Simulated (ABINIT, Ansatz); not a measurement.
Planning a run of ABINIT 10.8.3 on Rb2H6Pt (Fm-3m). The input:

```
acell 3*1.0 Angstrom
rprim 
  0.000000000000 4.260795920000 4.260795920000
  4.260795920000 0.000000000000 4.260795920000
  4.260795920000 4.260795920000 0.000000000000
ntypat 3
znucl 37 1 78
natom 9
typat 1 1 2 2 2 2 2 2 3
xred 
  0.750000000000 0.750000000000 0.750000000000
  0.250000000000 0.250000000000 0.250000000000
  0.807305340000 0.807305340000 0.192694660000
  0.192694660000 0.807305340000 0.192694660000
  0.807305340000 0.192694660000 0.192694660000
  0.192694660000 0.192694660000 0.807305340000
  0.807305340000 0.192694660000 0.807305340000
  0.192694660000 0.807305340000 0.807305340000
  0.000000000000 0.000000000000 0.000000000000
pp_dirpath "pseudos"
pseudos "Rb.upf, H.upf, Pt.upf"
ecut 34
ngkpt 4 4 4
nshiftk 1
shiftk 0 0 0
kptopt 1
chksymbreak 0
istwfk *1
occopt 1
irdwfk 1
optdriver 4
nband 123
gwcalctyp 0
ecutsigx 34
symsigma 1
nkptgw 2
kptgw 
  0.5000000000 0.5000000000 0.0000000000
  0.0000000000 0.0000000000 0.0000000000
bdgw 
  20 23
  19 24
ecuteps 4.2
irdscr 1
ppmodel 1
indata_prefix "in"
outdata_prefix "out"
tmpdata_prefix "tmp"
```

```sh
OMP_NUM_THREADS=1 mpirun -n 4 abinit run.abi > log
```

Estimate wall time and host memory on 4 MPI ranks of Arm Neoverse V2, shared host.

It took 28 s; on shared hardware allow 14 s to 56 s. Peak host memory was 2.1 GiB.

[Paths, hosts, dates, memory and timing lines, banners, echoed tables and standing remarks are left out of the program output.]

[Logs are printed without paths, hosts, clocks, repeated set-up lines and the standing remarks that a program may print on its own settings, such as how far it seeks lower states.]

[Runs of the session that timed out or met a known fault of the program may be left out.]

[Hosts, paths, dates, database ids (printed as entryN), source tags and the programs' standing remarks are cut or masked in the printed files.]

[G0W0 gaps are taken among the corrected bands and points alone; a level outside them can change the order at an edge.]

[Where Ansatz stands beside ABINIT at settings called matched, ABINIT's density can come from a denser mesh and the files from another edition; pairs whose starting gaps differed by over 0.03 eV were left out, so agreement reads better than it is.]
